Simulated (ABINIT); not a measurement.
Computed results, one entry a study.

```
! title: A GW chain in ABINIT: SiO2 (P6_322)
! method: RPA screening on LDA, plane waves, norm-conserving pseudopotentials (and 2 further levels or steps)
! program: ABINIT 10.8.3
! settings: cutoff 36 Ha, PseudoDojo scalar-relativistic 0.4.1 standard, norm-conserving, potential set dojo-sr-lda-0.4.1-standard, ngkpt (3, 3, 1), nband 329, ecuteps 3.9 Ha, inclvkb 2, shiftk (0, 0, 0), symchi 1, awtr 1, frequency ppm, 3×3×1 k-mesh
! notes: The program’s warnings: nproc spkpt=  >= nkpt= * nsppol=. The cell and positions are those that the Materials Project relaxed with its own functionals (PBE, PBE+U or r2SCAN), kept fixed. Local fields lower the RPA ε∞ on this mesh from 2.26 to 2.08; a Γ-centred mesh this coarse tends to raise both, most where the direct gap is narrow, while a short band sum lowers them. The 3×3×1 mesh is coarse for this cell, which bears on the long-range parts of exchange and screening.
! LDA gap: 5.42 eV, indirect
! G0W0 gap on the mesh: 8.49 eV
! G0W0 gap over the zone (rigid shift): 8.44 eV
! GW settings: 3×3×1 mesh, 329 bands, screening to 106.1 eV, Godby-Needs plasmon pole
! known limits: short of the basis limit; coarse k mesh
CELL_PARAMETERS angstrom
5.06907 0.00000 0.00000
-2.53454 4.38995 0.00000
0.00000 0.00000 8.55849
ATOMIC_POSITIONS crystal
Si 0.66667 0.33333 0.93713
Si 0.66667 0.33333 0.56287
Si 0.33333 0.66667 0.06287
Si 0.33333 0.66667 0.43713
O 0.00000 0.42126 0.00000
O 0.42126 0.42126 0.50000
O 0.57874 0.00000 0.50000
O 0.57874 0.57874 0.00000
O 0.00000 0.57874 0.50000
O 0.66667 0.33333 0.75000
O 0.33333 0.66667 0.25000
O 0.42126 0.00000 0.00000
```

[Long decimals in the printed logs are rounded to 6 places.]

[Logs are printed without paths, hosts, clocks, repeated set-up lines and the standing remarks that a program may print on its own settings, such as how far it seeks lower states.]

[Paths, hosts, dates, memory and timing lines, banners, echoed tables and standing remarks are left out of the program output; an Ansatz launch command may be rebuilt from the run's recorded settings. Measured values are a selection of at most five: reports struck by readers or far from the other reports are left out. None is set beside runs whose start may be inverted or whose files or cutoffs have a known fault.]

[Runs of the session that timed out or met a known fault of the program may be left out.]

[Hosts, paths, dates, database ids (printed as entryN), source tags and the programs' standing remarks are cut or masked in the printed files.]

[G0W0 gaps are taken among the corrected bands and points alone; a level outside them can change the order at an edge.]

[Where Ansatz stands beside ABINIT at settings called matched, ABINIT's density can come from a denser mesh and the files from another edition; pairs whose starting gaps differed by over 0.03 eV were left out, so agreement reads better than it is.]
